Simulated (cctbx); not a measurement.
# Diagnosing a refinement

Cell a = 5.7530 Å, b = 10.1260 Å, c = 5.6840 Å, α = 90.00°, β = 90.00°, γ = 90.00°; space group Ccce (no. 68, origin choice 1).

Simulated single-crystal data (cctbx): Mo Kα, λ = 0.71073 Å, to d = 0.8 Å, 80 % of the full sphere, strongest reflection 20000 counts, noise from counting, a 3 % proportional error and a noise floor of 8 counts (s.d.); no absorption.

An anisotropic refinement with weights 1/σ² prints:

```text
Rint 0.025, 172 unique reflections to 0.80 A
cycle     R1     wR2    GooF  max shift (A)
   1  0.0327  0.0897   4.678   0.00055
   2  0.0158  0.0467   2.435   0.00000
final R1 0.0158 wR2 0.0467 GooF 2.435  parameters 12  data/parameter 14.3
atom        x        y        z      Ueq    occ   su(xyz)  su(Uiso or U11)
Pt1    0.50000  0.00000  0.50000   0.0019  1.000  0.00000  0.0003
Ru1    0.82158  0.36856  0.83093   0.0058  1.000  0.00014  0.0004
difference map: max 2.02 min -1.41 rms 0.36
Q1    0.0000  0.0000  0.0000    4    2.08  0.00 A from Pt1
Q2    0.0776  0.0325  0.2252   16    0.58  1.39 A from Pt1
Q3    0.1115  0.0963  0.1881   16    0.58  1.26 A from Ru1
Q4    0.0525  0.1449  0.8378   16    0.57  1.21 A from Ru1
Q5    0.1281  0.0628  0.3905   16    0.57  1.75 A from Ru1
Q6    0.2500  0.2500  0.2668    8    0.56  1.39 A from Ru1
```

**Question.** Can this result stand? If not, what is the likely fault?

Mend it. The fault: wrong element: Ru1 is Mo. Against the right model at the same level, R1 goes from 0.0068 to 0.0158 and GooF from 0.84 to 2.44, U of Pt1 shrinks from 0.0033 to 0.0019 Å², U of Ru1 swells from 0.0041 to 0.0058 Å², the top difference peak, 2.1 e/Å³, lies on Pt1 and a hole of -1.4 e/Å³ opens. Ru1 has 2 electrons too many and its U swells to shed them, as expected (near an absorption edge f′ can widen the mismatch well beyond the difference in Z).

The compound is Mo4Pt. The right model at the same level gives:

```text
Rint 0.025, 172 unique reflections to 0.80 A
cycle     R1     wR2    GooF  max shift (A)
   1  0.0071  0.0167   0.870   0.00004
   2  0.0068  0.0162   0.843   0.00000
final R1 0.0068 wR2 0.0162 GooF 0.843  parameters 12  data/parameter 14.3
atom        x        y        z      Ueq    occ   su(xyz)  su(Uiso or U11)
Pt1    0.50000  0.00000  0.50000   0.0033  1.000  0.00000  0.0001
Mo1    0.82151  0.36854  0.83099   0.0041  1.000  0.00005  0.0001
difference map: max 0.53 min -0.46 rms 0.15
Q1    0.0677  0.0402  0.8925   16    0.54  0.83 A from Pt1
Q2    0.1353  0.0688  0.3996   16    0.47  1.68 A from Mo1
Q3    0.1870  0.2122  0.6328   16    0.45  0.84 A from Mo1
Q4    0.2500  0.2500  0.3003    8    0.41  1.47 A from Mo1
Q5    0.0908  0.1135  0.0372   16    0.40  1.28 A from Pt1
Q6    0.9959  0.1448  0.1737   16    0.40  1.35 A from Mo1
```

Isotropic U is held between 0.0001 and 1 Å² by the program, and listed peak heights are interpolated, so they can pass the grid's maximum.

The model is made up (kin elements in a known structure type, no relaxation), so it says nothing on whether the phase exists.

[Middle refinement cycles are left out of these outputs.]

[Logs are printed without paths, hosts, clocks, repeated set-up lines and the standing remarks that a program may print on its own settings, such as how far it seeks lower states.]
